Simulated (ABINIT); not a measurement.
**MgO (Fm-3m): G0W0 with ABINIT, start to end**

Aim: the G0W0 gap of MgO (Fm-3m) on PBE, step by step.

Program: ABINIT 10.8.3. Level of theory: PBE and many-body steps on it, plane waves. Results are calculated unless marked as measured.

**The experiments to reproduce.**

- Gap 7.83 eV: literature experimental gap; bulk crystal (quoted in “Electronic structure of alkaline earth and post-transition metal oxides”, 2009, arxiv:0908.1581).

- Gap 7.83 eV: direct gap at Gamma, low temperature; bulk crystal (literature value) (quoted in “The Band-Gap Studies of Short-Period CdO/MgO Superlattices”, 2021, pmc:8035356).

Report form: the programs' logs are mostly left out.

### Step 1. The structure

The structure is cubic, space group Fm-3m (No. 225). The conventional cell has a = 4.194 Å, b = 4.194 Å, c = 4.194 Å, α = 90.00°, β = 90.00°, γ = 90.00°. Nearest to Mg lie 6 O at 2.10 Å. Nearest to O lie 6 Mg at 2.10 Å. Farther neighbours and most contacts between anions are not listed.

Structure file:

```cif
data_structure
_symmetry_space_group_name_H-M 'P 1'
_symmetry_Int_Tables_number 1
_cell_length_a 2.9656
_cell_length_b 2.9656
_cell_length_c 2.9656
_cell_angle_alpha 60.000
_cell_angle_beta 60.000
_cell_angle_gamma 60.000
_cell_volume 18.44
loop_
_atom_site_label
_atom_site_type_symbol
_atom_site_fract_x
_atom_site_fract_y
_atom_site_fract_z
_atom_site_occupancy
Mg1 Mg 0.00000 0.00000 0.00000 1
O2 O 0.50000 0.50000 0.50000 1
```

The cell and positions are those that the Materials Project relaxed with its own functionals (PBE, PBE+U or r2SCAN), kept fixed.

### Step 2. Ground state

This step: ABINIT 10.8.3; DFT, PBE, plane waves, norm-conserving pseudopotentials.

The ground-state density comes first.

File run.abi:

```
acell 3*1.0 Angstrom
rprim 
  -0.000000000000 2.097001392700 2.097001392700
  2.097001392700 -0.000000000000 2.097001392700
  2.097001392700 2.097001392700 -0.000000000000
ntypat 2
znucl 12 8
natom 2
typat 1 2
xred 
  0.000000000000 0.000000000000 0.000000000000
  0.500000000000 0.500000000000 0.500000000000
pp_dirpath "pseudos"
pseudos "Mg.upf, O.upf"
ecut 38
ngkpt 8 8 8
nshiftk 1
shiftk 0 0 0
kptopt 1
chksymbreak 0
nband 13
occopt 1
tolvrs 1e-10
nstep 60
prtwf 0
optforces 0
optstress 0
indata_prefix "in"
outdata_prefix "out"
tmpdata_prefix "tmp"
```

Run with:

```console
OMP_NUM_THREADS=1 mpirun -n 4 abinit run.abi > log
```

The job ended after 4.9 s (4 MPI ranks of Arm Neoverse V1, shared host; peak memory 0.26 GiB; 19 s of CPU time).

Numbers from this step:

| Quantity | Value |
| --- | --- |
| total energy | -2069.4380 eV |
| gap | 4.895 eV |
| k of the valence top | 0, 0, 0 |
| k of the conduction bottom | 0, 0, 0 |
| least direct gap | 4.895 eV |

The gap is direct, at Γ.

### Step 3. Bands along the symmetry lines

The cheap functional maps the bands first; the places of the edges decide which points the dearer methods must see.

File run.abi:

```
acell 3*1.0 Angstrom
rprim 
  -0.000000000000 2.097001392700 2.097001392700
  2.097001392700 -0.000000000000 2.097001392700
  2.097001392700 2.097001392700 -0.000000000000
ntypat 2
znucl 12 8
natom 2
typat 1 2
xred 
  0.000000000000 0.000000000000 0.000000000000
  0.500000000000 0.500000000000 0.500000000000
pp_dirpath "pseudos"
pseudos "Mg.upf, O.upf"
ecut 38
iscf -2
irdden 1
kptopt 0
nkpt 50
kpt 
  0.00000000 0.00000000 0.00000000
  0.06250000 0.00000000 0.06250000
  0.12500000 0.00000000 0.12500000
  0.18750000 0.00000000 0.18750000
  0.25000000 0.00000000 0.25000000
  0.31250000 0.00000000 0.31250000
  0.37500000 0.00000000 0.37500000
  0.43750000 0.00000000 0.43750000
  0.50000000 0.00000000 0.50000000
  0.51562500 0.03125000 0.51562500
  0.53125000 0.06250000 0.53125000
  0.54687500 0.09375000 0.54687500
  0.56250000 0.12500000 0.56250000
  0.57812500 0.15625000 0.57812500
  0.59375000 0.18750000 0.59375000
  0.60937500 0.21875000 0.60937500
  0.62500000 0.25000000 0.62500000
  0.37500000 0.37500000 0.75000000
  0.32812500 0.32812500 0.65625000
  0.28125000 0.28125000 0.56250000
  0.23437500 0.23437500 0.46875000
  0.18750000 0.18750000 0.37500000
  0.14062500 0.14062500 0.28125000
  0.09375000 0.09375000 0.18750000
  0.04687500 0.04687500 0.09375000
  0.00000000 0.00000000 0.00000000
  0.06250000 0.06250000 0.06250000
  0.12500000 0.12500000 0.12500000
  0.18750000 0.18750000 0.18750000
  0.25000000 0.25000000 0.25000000
  0.31250000 0.31250000 0.31250000
  0.37500000 0.37500000 0.37500000
  0.43750000 0.43750000 0.43750000
  0.50000000 0.50000000 0.50000000
  0.50000000 0.46875000 0.53125000
  0.50000000 0.43750000 0.56250000
  0.50000000 0.40625000 0.59375000
  0.50000000 0.37500000 0.62500000
  0.50000000 0.34375000 0.65625000
  0.50000000 0.31250000 0.68750000
  0.50000000 0.28125000 0.71875000
  0.50000000 0.25000000 0.75000000
  0.50000000 0.21875000 0.71875000
  0.50000000 0.18750000 0.68750000
  0.50000000 0.15625000 0.65625000
  0.50000000 0.12500000 0.62500000
  0.50000000 0.09375000 0.59375000
  0.50000000 0.06250000 0.56250000
  0.50000000 0.03125000 0.53125000
  0.50000000 0.00000000 0.50000000
istwfk *1
nband 15
nbdbuf 2
tolwfr 1e-08
nstep 40
prtwf 0
prtvol 0
indata_prefix "in"
outdata_prefix "out"
tmpdata_prefix "tmp"
```

Wall time 3.8 s (4 MPI ranks); peak memory 0.25 GiB.

Numbers from this step:

* gap: 4.895 eV
* k of the valence top: 0, 0, 0
* k of the conduction bottom: 0, 0, 0
* least direct gap: 4.895 eV

The gap is 4.895 eV, as in the run before at this level.

The electronic bands at the labelled points (eV, zero at the top of the highest filled band; v1 is the highest filled band, c1 the lowest empty one):

| point | v4 | v3 | v2 | v1 | c1 | c2 | c3 | c4 |
| --- | --- | --- | --- | --- | --- | --- | --- | --- |
| Γ | -17.25 | 0.00 | 0.00 | 0.00 | 4.89 | 16.04 | 16.04 | 16.04 |
| halfway | -16.47 | -2.63 | -0.74 | -0.74 | 8.23 | 11.31 | 15.69 | 17.68 |
| X | -15.67 | -4.09 | -1.35 | -1.35 | 9.24 | 10.15 | 13.23 | 19.19 |
| halfway | -15.66 | -3.94 | -1.80 | -1.30 | 9.63 | 10.67 | 13.07 | 18.82 |
| U | -15.65 | -3.50 | -2.72 | -1.15 | 10.22 | 11.95 | 12.66 | 18.34 |
| jump to K | -15.65 | -3.50 | -2.72 | -1.15 | 10.22 | 11.95 | 12.66 | 18.34 |
| halfway | -16.39 | -2.94 | -1.18 | -0.39 | 8.32 | 12.13 | 15.56 | 18.15 |
| Γ | -17.25 | 0.00 | 0.00 | 0.00 | 4.89 | 16.04 | 16.04 | 16.04 |
| halfway | -16.63 | -2.66 | -0.34 | -0.34 | 7.24 | 12.72 | 16.87 | 16.87 |
| L | -15.90 | -4.64 | -0.65 | -0.65 | 8.02 | 12.76 | 16.49 | 16.49 |
| halfway | -15.76 | -4.02 | -1.94 | -0.99 | 9.80 | 12.34 | 13.67 | 17.10 |
| W | -15.61 | -2.96 | -2.96 | -1.78 | 11.77 | 11.77 | 12.35 | 15.74 |
| halfway | -15.64 | -3.79 | -1.90 | -1.57 | 10.13 | 11.04 | 12.89 | 17.56 |
| X | -15.67 | -4.09 | -1.35 | -1.35 | 9.24 | 10.15 | 13.23 | 19.19 |

### Step 4. Empty states on the mesh, 6×6×6 mesh, 100 bands

The sums over transitions need many empty states on a uniform mesh; this step solves for them.

File run.abi:

```
acell 3*1.0 Angstrom
rprim 
  -0.000000000000 2.097001392700 2.097001392700
  2.097001392700 -0.000000000000 2.097001392700
  2.097001392700 2.097001392700 -0.000000000000
ntypat 2
znucl 12 8
natom 2
typat 1 2
xred 
  0.000000000000 0.000000000000 0.000000000000
  0.500000000000 0.500000000000 0.500000000000
pp_dirpath "pseudos"
pseudos "Mg.upf, O.upf"
ecut 38
ngkpt 6 6 6
nshiftk 1
shiftk 0 0 0
kptopt 1
chksymbreak 0
irdden 1
istwfk *1
nband 100
prtvol 0
optdriver 6
gwr_task "HDIAGO"
paral_kgb 0
occopt 1
indata_prefix "in"
outdata_prefix "out"
tmpdata_prefix "tmp"
```

The job ended after 11 s (4 MPI ranks; peak memory 0.71 GiB; 42 s of CPU time).

This step gave:

```yaml
gap: 4.895 eV
k_of_the_valence_top: 0, 0, 0
k_of_the_conduction_bottom: 0, 0, 0
least_direct_gap: 4.895 eV
k_points_computed: 16
lowest_point_of_the_top_converged_band_above_the_valence_top: 144.9583 eV
```

On this mesh the gap is 4.895 eV.

### Step 5. Screening, 6×6×6 mesh, 92 bands, screening to 217.7 eV

The RPA dielectric matrix is built and inverted for each q.

This step: RPA screening on PBE, plane waves, norm-conserving pseudopotentials.

run.abi: that of step 4 with these lines changed.

```diff
@@ -20,10 +20,11 @@
 chksymbreak 0
-irdden 1
 istwfk *1
-nband 100
-prtvol 0
-optdriver 6
-gwr_task "HDIAGO"
-paral_kgb 0
 occopt 1
+irdwfk 1
+optdriver 3
+nband 92
+ecuteps 8
+inclvkb 2
+awtr 1
+symchi 1
 indata_prefix "in"
```

Run time: 63 s. Hardware: 4 MPI ranks; peak memory 0.77 GiB.

Numbers from this step:

- ε∞ with local fields, on this mesh, along the program's q direction: 3.018
- the same without local fields: 3.236
- plasma frequency: 34.59 eV
- plane waves in the screening matrix: 137

Local fields lower ε∞ by 7 %.

### Step 6. Self-energy, 6×6×6 mesh, 92 bands, screening to 217.7 eV

The self-energy is evaluated for the states that the input lists, and the levels follow from it, in one-shot runs by the linearised quasiparticle equation.

This step: G0W0 on PBE, plane waves, norm-conserving pseudopotentials.

run.abi: that of step 5 with these lines changed.

```diff
@@ -23,8 +23,15 @@
 irdwfk 1
-optdriver 3
+optdriver 4
 nband 92
+gwcalctyp 0
+ecutsigx 38
+symsigma 1
+nkptgw 1
+kptgw 
+  0.0000000000 0.0000000000 0.0000000000
+bdgw 
+  6 12
 ecuteps 8
-inclvkb 2
-awtr 1
-symchi 1
+irdscr 1
+ppmodel 1
 indata_prefix "in"
```

Run time: 4.8 s. Hardware: 4 MPI ranks; peak memory 0.54 GiB; 19 s of CPU time.

This step gave:

```yaml
g0w0_gap_on_the_points_computed: 7.194 eV
starting_gap_on_the_mesh: 4.895 eV
k_of_the_valence_top: 0, 0, 0
k_of_the_conduction_bottom: 0, 0, 0
z_at_the_valence_top: 0.808
z_at_the_conduction_bottom: 0.856
least_direct_g0w0_gap_on_the_computed_points: 7.194 eV
```

The gap on the mesh goes from 4.89 eV to 7.19 eV, a correction of +2.30 eV.

Limits: finite bands, cutoff and mesh. v1 is the top filled band, c1 the lowest empty one. Levels before and after the correction, in eV, zero at the valence-band top of each column:

|  | conduction bottom | valence top |
| --- | --- | --- |
| Kohn-Sham | 4.89 | 0.00 |
| G0W0 | 7.19 | 0.00 |

|  | level | energy (eV) |
| --- | --- | --- |
| Kohn-Sham | Γ v3-v1 | 0.000 |
| Kohn-Sham | Γ c1 | 4.895 |
| Kohn-Sham | Γ c2-c4 | 16.036 |
| G0W0 | Γ v3-v1 | 0.000 |
| G0W0 | Γ c1 | 7.194 |
| G0W0 | Γ c2-c4 | 18.503 |

### Step 7. Where the time went

Times are wall times on 4 MPI ranks of Arm Neoverse V1, shared host, good to a factor of about two.

| step | time | share | memory (GiB) |
| --- | --- | --- | --- |
| ground state | 4.9 s | 6 % | 0.26 |
| bands along the symmetry lines | 3.8 s | 4 % | 0.25 |
| empty states on the mesh | 11 s | 12 % | 0.71 |
| screening | 63 s | 72 % | 0.77 |
| self-energy | 4.8 s | 6 % | 0.54 |

### Step 8. Results

```yaml
pbe_gap: 4.89 eV, direct
g0w0_gap_on_the_mesh: 7.19 eV
gw_settings: 6×6×6 mesh, 92 bands, screening to 217.7 eV, Godby-Needs plasmon pole
known_limits: not at the basis limit
```

What this shows: G0W0 moves the gap on the mesh from 4.89 eV to 7.19 eV (+2.30 eV), with Z of 0.81 and 0.86 at the edges. Local fields lower the RPA ε∞ on this mesh from 3.24 to 3.02. Only 1 of the mesh's irreducible points was corrected, so a valley elsewhere could overtake. The dearest step here is «screening». Against experiment, by G0W0@PBE: the gap of 7.19 eV lies −0.64 eV from the measured 7.83 eV (kind not stated, quoted 2009); the direct gap of 7.19 eV lies −0.64 eV from the measured 7.83 eV (direct, quoted 2021). An exciton line or allowed optical edge lies below the quasiparticle gap by the binding energy; a forbidden edge can push the onset above it. The calculation has static nuclei and no excitons; a measured gap holds zero-point and thermal motion, which mostly lowers it. Against the values above the computed gap that would widen the miss. A likelier cause is too strong a screening: the start's gap is only 4.89 eV, and one shot does not repair that. Bands and cutoff are finite, so the gap is not at the basis limit. The miss can reach some tenths of an eV and take either sign; the mesh is an error of its own. In the G0W0 run levels were corrected at 1 k point alone, so a gap called «on the mesh» is the least over those, and an edge elsewhere would be missed.

[Paths, hosts, dates, memory and timing lines, banners, echoed tables and standing remarks are left out of the program output.]

[Logs are printed without paths, hosts, clocks, repeated set-up lines and the standing remarks that a program may print on its own settings, such as how far it seeks lower states.]

[Runs of the session that timed out or met a known fault of the program may be left out.]

[No measured gap is set beside runs whose start may be inverted or whose files or cutoffs have a known fault.]

[Hosts, paths, dates, database ids (printed as entryN), source tags and the programs' standing remarks are cut or masked in the printed files.]

[G0W0 gaps are taken among the corrected bands and points alone; a level outside them can change the order at an edge.]

[Where Ansatz stands beside ABINIT at settings called matched, ABINIT's density can come from a denser mesh and the files from another edition; pairs whose starting gaps differed by over 0.03 eV were left out, so agreement reads better than it is.]
